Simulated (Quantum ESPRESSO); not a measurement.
# BaZrO3 (Pm-3m): zone-centre phonons, part 2 of 3

Aim: the zone-centre modes of BaZrO3 (Pm-3m).

Quantum ESPRESSO 7.5; DFT LDA, scalar-relativistic, plane waves, PseudoDojo norm-conserving pseudopotentials.

So far. Step 2 (A probe with smearing): A gap of 3.1 eV opens on this mesh, so the crystal is taken as an insulator; the start stands at -4.9 GPa. Step 4 (Self-consistent run for the response): The cell stands at 0.001 GPa, close enough for phonons. The relaxed cell has a = 4.150 Å (conventional setting).

**5. Zone-centre response**

At q = 0 one unit cell holds all displacements; symmetry groups them into irreducible representations that are solved one by one. The response to a field gives ε∞ and the Born charges, which polar modes need.

The input, ph.in:

```
phonons
&INPUTPH
  prefix = 'x'
  outdir = './tmp'
  fildyn = 'g.dyn'
  tr2_ph = 1.0d-18
  epsil  = .true.
/
0.000000000000 0.000000000000 0.000000000000
```

Started as:

```
$ OMP_NUM_THREADS=1 mpirun -n 8 ph.x -nk 8 -in ph.in > ph.out
```

Output:

```text
[banners, grids, parts of the stress and lines that vanish by symmetry left out]
[banner, memory and clock lines left out]
Program PHONON v.7.5

     ./tmp/x.save/

     IMPORTANT: XC functional enforced from input :
     Exchange-correlation= PW
                           (   1   4   0   0   0   0   0)
     Any further DFT definition will be discarded
     Please, verify this is what you really want

     G-vector sticks info

     Reading collected, re-writing distributed wavefunctions in ./tmp/

     Number and degeneracy of irreps per q-point
       N         xq(1)         xq(2)         xq(3)   N irreps
       1   0.000000000   0.000000000   0.000000000       5
        3   3   3   3   3

     Calculation of q =    0.0000000   0.0000000   0.0000000

     phonons

     bravais-lattice index     =            1
     lattice parameter (alat)  =       7.8417  a.u.
     unit-cell volume          =     482.2053 (a.u.)^3
     number of atoms/cell      =            5
     number of atomic types    =            3
     kinetic-energy cut-off    =      92.0000  Ry
     charge density cut-off    =     368.0000  Ry
     convergence threshold     =      1.0E-18
     beta                      =       0.7000
     number of iterations used =            4
     Exchange-correlation= PW
                           (   1   4   0   0   0   0   0)

     celldm(1)=    7.84171  celldm(2)=    0.00000  celldm(3)=    0.00000
     celldm(4)=    0.00000  celldm(5)=    0.00000  celldm(6)=    0.00000

     crystal axes: (cart. coord. in units of alat)
               a(1) = (  1.0000  0.0000  0.0000 )
               a(2) = (  0.0000  1.0000  0.0000 )
               a(3) = (  0.0000  0.0000  1.0000 )

     reciprocal axes: (cart. coord. in units 2 pi/alat)
               b(1) = (  1.0000  0.0000  0.0000 )
               b(2) = (  0.0000  1.0000  0.0000 )
               b(3) = (  0.0000  0.0000  1.0000 )

     Atoms inside the unit cell:

     Cartesian axes

     site n.  atom      mass           positions (alat units)
        1  Ba    137.3270   tau(    1) = (    0.00000    0.00000    0.00000  )
        2  Zr     91.2240   tau(    2) = (    0.50000    0.50000    0.50000  )
        3  O      15.9990   tau(    3) = (    0.00000    0.50000    0.50000  )
        4  O      15.9990   tau(    4) = (    0.50000    0.00000    0.50000  )
        5  O      15.9990   tau(    5) = (    0.50000    0.50000    0.00000  )

     Computing dynamical matrix for
                    q = (   0.0000000   0.0000000   0.0000000 )

     49 Sym.Ops. (with q -> -q+G )

     G cutoff =  573.2043  (  57555 G-vectors)     FFT grid: ( 48, 48, 48)
     number of k points=    35
                       cart. coord. in units 2pi/alat
        k(    1) = (   0.0000000   0.0000000   0.0000000), wk =   0.0039062
        k(    2) = (   0.0000000   0.0000000   0.1250000), wk =   0.0234375
        k(    3) = (   0.0000000   0.0000000   0.2500000), wk =   0.0234375
        [... further k-points left out ...]

     PseudoPot. # 1 for Ba read from file:
     ./pseudo/Ba.upf
     Pseudo is Norm-conserving + core correction, Zval = 10.0

     PseudoPot. # 2 for Zr read from file:
     ./pseudo/Zr.upf
     Pseudo is Norm-conserving + core correction, Zval = 12.0

     PseudoPot. # 3 for O  read from file:
     ./pseudo/O.upf
     Pseudo is Norm-conserving + core correction, Zval =  6.0

     Mode symmetry, O_h (m-3m)  point group:

     Electric field:
     Dielectric constant
     Born effective charges as d Force / d E

     Atomic displacements:
     There are    5 irreducible representations

     Representation     1      3 modes -  To be done

     Representation     2      3 modes -  To be done

     Representation     3      3 modes -  To be done

     Representation     4      3 modes -  To be done

     Representation     5      3 modes -  To be done

     Alpha used in Ewald sum =   2.8000

     Electric Fields Calculation

      iter #   1   av.it.:   7.8
      thresh= 1.000E-02 alpha_mix =  0.700 |ddv_scf|^2 =  2.765E-08

      [... iterations left out ...]
      iter #   9   av.it.:  14.7
      thresh= 1.698E-10 alpha_mix =  0.700 |ddv_scf|^2 =  1.191E-19

     End of electric fields calculation

          Dielectric constant in cartesian axis

          (       4.893792844       0.000000000       0.000000000 )
          (       0.000000000       4.893792844       0.000000000 )
          (       0.000000000       0.000000000       4.893792844 )

          Effective charges (d Force / dE) in cartesian axis without acoustic sum rule applied (asr)

           atom    1  Ba    Mean Z*:        2.73524
      Ex  (        2.73524        0.00000        0.00000 )
      Ey  (        0.00000        2.73524        0.00000 )
      Ez  (        0.00000        0.00000        2.73524 )
           atom    2  Zr    Mean Z*:        6.11050
      Ex  (        6.11050        0.00000        0.00000 )
      Ey  (        0.00000        6.11050        0.00000 )
      Ez  (        0.00000        0.00000        6.11050 )
           atom    3  O     Mean Z*:       -2.94879
      Ex  (       -4.79579        0.00000        0.00000 )
      Ey  (        0.00000       -2.02529        0.00000 )
      Ez  (        0.00000        0.00000       -2.02529 )
           atom    4  O     Mean Z*:       -2.94879
      Ex  (       -2.02529        0.00000        0.00000 )
      Ey  (        0.00000       -4.79579        0.00000 )
      Ez  (        0.00000        0.00000       -2.02529 )
           atom    5  O     Mean Z*:       -2.94879
      Ex  (       -2.02529        0.00000        0.00000 )
      Ey  (        0.00000       -2.02529        0.00000 )
      Ez  (        0.00000        0.00000       -4.79579 )

          Effective charges Sum: Mean:       -0.00063
             -0.00063        0.00000        0.00000
              0.00000       -0.00063        0.00000
              0.00000        0.00000       -0.00063

          Effective charges (d Force / dE) in cartesian axis with asr applied:
           atom    1  Ba    Mean Z*:        2.73536
      E*x (        2.73536        0.00000        0.00000 )
      E*y (        0.00000        2.73536        0.00000 )
      E*z (        0.00000        0.00000        2.73536 )
           atom    2  Zr    Mean Z*:        6.11062
      E*x (        6.11062        0.00000        0.00000 )
      E*y (        0.00000        6.11062        0.00000 )
      E*z (        0.00000        0.00000        6.11062 )
           atom    3  O     Mean Z*:       -2.94866
      E*x (       -4.79567        0.00000        0.00000 )
      E*y (        0.00000       -2.02516        0.00000 )
      E*z (        0.00000        0.00000       -2.02516 )
           atom    4  O     Mean Z*:       -2.94866
      E*x (       -2.02516        0.00000        0.00000 )
      E*y (        0.00000       -4.79567        0.00000 )
      E*z (        0.00000        0.00000       -2.02516 )
           atom    5  O     Mean Z*:       -2.94866
      E*x (       -2.02516        0.00000        0.00000 )
      E*y (        0.00000       -2.02516        0.00000 )
      E*z (        0.00000        0.00000       -4.79567 )

     Representation #   1 modes #   1   2   3

     Self-consistent Calculation

      iter #   1   av.it.:   7.7
      thresh= 1.000E-02 alpha_mix =  0.700 |ddv_scf|^2 =  4.700E-07

      [... iterations left out ...]
      iter #   8   av.it.:  15.3
      thresh= 1.643E-09 alpha_mix =  0.700 |ddv_scf|^2 =  9.239E-19

     End of self-consistent calculation

     Convergence has been achieved

     Representation #   2 modes #   4   5   6

     Self-consistent Calculation

      iter #   1   av.it.:   8.3
      thresh= 1.000E-02 alpha_mix =  0.700 |ddv_scf|^2 =  8.771E-07

      [... iterations left out ...]
      iter #   9   av.it.:  14.3
      thresh= 2.416E-10 alpha_mix =  0.700 |ddv_scf|^2 =  4.532E-20

     End of self-consistent calculation

     Convergence has been achieved

     Representation #   3 modes #   7   8   9

     Self-consistent Calculation

      iter #   1   av.it.:   6.6
      thresh= 1.000E-02 alpha_mix =  0.700 |ddv_scf|^2 =  2.353E-07

      [... iterations left out ...]
      iter #   9   av.it.:  14.4
      thresh= 1.223E-10 alpha_mix =  0.700 |ddv_scf|^2 =  2.267E-20

     End of self-consistent calculation

     Convergence has been achieved

     Representation #   4 modes #  10  11  12

     Self-consistent Calculation

      iter #   1   av.it.:   7.6
      thresh= 1.000E-02 alpha_mix =  0.700 |ddv_scf|^2 =  5.412E-07

      [... iterations left out ...]
      iter #   8   av.it.:  15.0
      thresh= 1.286E-09 alpha_mix =  0.700 |ddv_scf|^2 =  5.384E-19

     End of self-consistent calculation

     Convergence has been achieved

     Representation #   5 modes #  13  14  15

     Self-consistent Calculation

      iter #   1   av.it.:   7.3
      thresh= 1.000E-02 alpha_mix =  0.700 |ddv_scf|^2 =  1.866E-07

      [... iterations left out ...]
      iter #   7   av.it.:  15.3
      thresh= 1.823E-10 alpha_mix =  0.700 |ddv_scf|^2 =  6.750E-20

     End of self-consistent calculation

     Convergence has been achieved

     Number of q in the star =    1
     List of q in the star:
          1   0.000000000   0.000000000   0.000000000

          Dielectric constant in cartesian axis

          (       4.893792844       0.000000000       0.000000000 )
          (       0.000000000       4.893792844       0.000000000 )
          (       0.000000000       0.000000000       4.893792844 )

          Effective charges (d Force / dE) in cartesian axis without acoustic sum rule applied (asr)

           atom    1  Ba    Mean Z*:        2.73524
      Ex  (        2.73524        0.00000        0.00000 )
      Ey  (        0.00000        2.73524        0.00000 )
      Ez  (        0.00000        0.00000        2.73524 )
           atom    2  Zr    Mean Z*:        6.11050
      Ex  (        6.11050        0.00000        0.00000 )
      Ey  (        0.00000        6.11050        0.00000 )
      Ez  (        0.00000        0.00000        6.11050 )
           atom    3  O     Mean Z*:       -2.94879
      Ex  (       -4.79579        0.00000        0.00000 )
      Ey  (        0.00000       -2.02529        0.00000 )
      Ez  (        0.00000        0.00000       -2.02529 )
           atom    4  O     Mean Z*:       -2.94879
      Ex  (       -2.02529        0.00000        0.00000 )
      Ey  (        0.00000       -4.79579        0.00000 )
      Ez  (        0.00000        0.00000       -2.02529 )
           atom    5  O     Mean Z*:       -2.94879
      Ex  (       -2.02529        0.00000        0.00000 )
      Ey  (        0.00000       -2.02529        0.00000 )
      Ez  (        0.00000        0.00000       -4.79579 )

          Effective charges Sum: Mean:       -0.00063
             -0.00063        0.00000        0.00000
              0.00000       -0.00063        0.00000
              0.00000        0.00000       -0.00063

          Effective charges (d Force / dE) in cartesian axis with asr applied:
           atom    1  Ba    Mean Z*:        2.73536
      E*x (        2.73536        0.00000        0.00000 )
      E*y (        0.00000        2.73536        0.00000 )
      E*z (        0.00000        0.00000        2.73536 )
           atom    2  Zr    Mean Z*:        6.11062
      E*x (        6.11062        0.00000        0.00000 )
      E*y (        0.00000        6.11062        0.00000 )
      E*z (        0.00000        0.00000        6.11062 )
           atom    3  O     Mean Z*:       -2.94866
      E*x (       -4.79567        0.00000        0.00000 )
      E*y (        0.00000       -2.02516        0.00000 )
      E*z (        0.00000        0.00000       -2.02516 )
           atom    4  O     Mean Z*:       -2.94866
      E*x (       -2.02516        0.00000        0.00000 )
      E*y (        0.00000       -4.79567        0.00000 )
      E*z (        0.00000        0.00000       -2.02516 )
           atom    5  O     Mean Z*:       -2.94866
      E*x (       -2.02516        0.00000        0.00000 )
      E*y (        0.00000       -2.02516        0.00000 )
      E*z (        0.00000        0.00000       -4.79567 )

     Diagonalizing the dynamical matrix

     q = (    0.000000000   0.000000000   0.000000000 )

 **************************************************************************
     freq (    1) =      -0.072792 [THz] =      -2.428079 [cm-1]
     freq (    2) =      -0.072792 [THz] =      -2.428079 [cm-1]
     freq (    3) =      -0.072792 [THz] =      -2.428079 [cm-1]
     freq (    4) =       2.923467 [THz] =      97.516363 [cm-1]
     freq (    5) =       2.923467 [THz] =      97.516363 [cm-1]
     freq (    6) =       2.923467 [THz] =      97.516363 [cm-1]
     freq (    7) =       5.184818 [THz] =     172.946897 [cm-1]
     freq (    8) =       5.184818 [THz] =     172.946897 [cm-1]
     freq (    9) =       5.184818 [THz] =     172.946897 [cm-1]
     freq (   10) =       5.837647 [THz] =     194.722954 [cm-1]
     freq (   11) =       5.837647 [THz] =     194.722954 [cm-1]
     freq (   12) =       5.837647 [THz] =     194.722954 [cm-1]
     freq (   13) =      15.724138 [THz] =     524.500795 [cm-1]
     freq (   14) =      15.724138 [THz] =     524.500795 [cm-1]
     freq (   15) =      15.724138 [THz] =     524.500795 [cm-1]
 **************************************************************************

     Mode symmetry, O_h (m-3m)  point group:

     freq (   1-   3) =         -2.4  [cm-1]   --> T_1u G_15  G_4- I
     freq (   4-   6) =         97.5  [cm-1]   --> T_1u G_15  G_4- I
     freq (   7-   9) =        172.9  [cm-1]   --> T_2u G_25  G_5-
     freq (  10-  12) =        194.7  [cm-1]   --> T_1u G_15  G_4- I
     freq (  13-  15) =        524.5  [cm-1]   --> T_1u G_15  G_4- I
```

Elapsed: 9.3 min, on 8 MPI ranks of Arm Neoverse V2, shared host; 74 min of CPU time.

Numbers from this step:

- miss of the charge sum rule: 6.30e-4 e
- largest acoustic frequency at the zone centre before the sum rule: -2.43 cm⁻¹
- highest optical zone-centre mode (no LO-TO term): 524.5 cm⁻¹
- lowest optical zone-centre mode: 97.52 cm⁻¹
- mean high-frequency dielectric constant: 4.894
- largest Born charge in size (third of the trace): 6.111 e

Born charge (rows field, columns displacement), before the sum rule (e), principal values of the symmetric part by kind of site:

```csv
atom,atoms with these values,low,middle,high,mean
Ba1,1,2.74,2.74,2.74,2.74
Zr2,1,6.11,6.11,6.11,6.11
O3,3,-4.80,-2.03,-2.03,-2.95
```

In full for Ba1:

```
2.74 0.00 0.00
0.00 2.74 0.00
0.00 0.00 2.74
```

High-frequency dielectric tensor:

```
4.89 0.00 0.00
0.00 4.89 0.00
0.00 0.00 4.89
```

The acoustic modes at Γ come out as far as 2.4 cm⁻¹ from zero, where they should vanish, a small numerical error; the Born charges miss their sum rule by 6.3e-4 e, which is good.

(Continued in part 3 of 3.)

[Host names and launcher messages were left out of these logs when they were recorded.]

[Logs are printed without paths, hosts, clocks, repeated set-up lines and the standing remarks that a program may print on its own settings, such as how far it seeks lower states.]

[Hosts, paths, dates, database ids (printed as entryN), source tags and the programs' standing remarks are cut or masked in the printed files.]
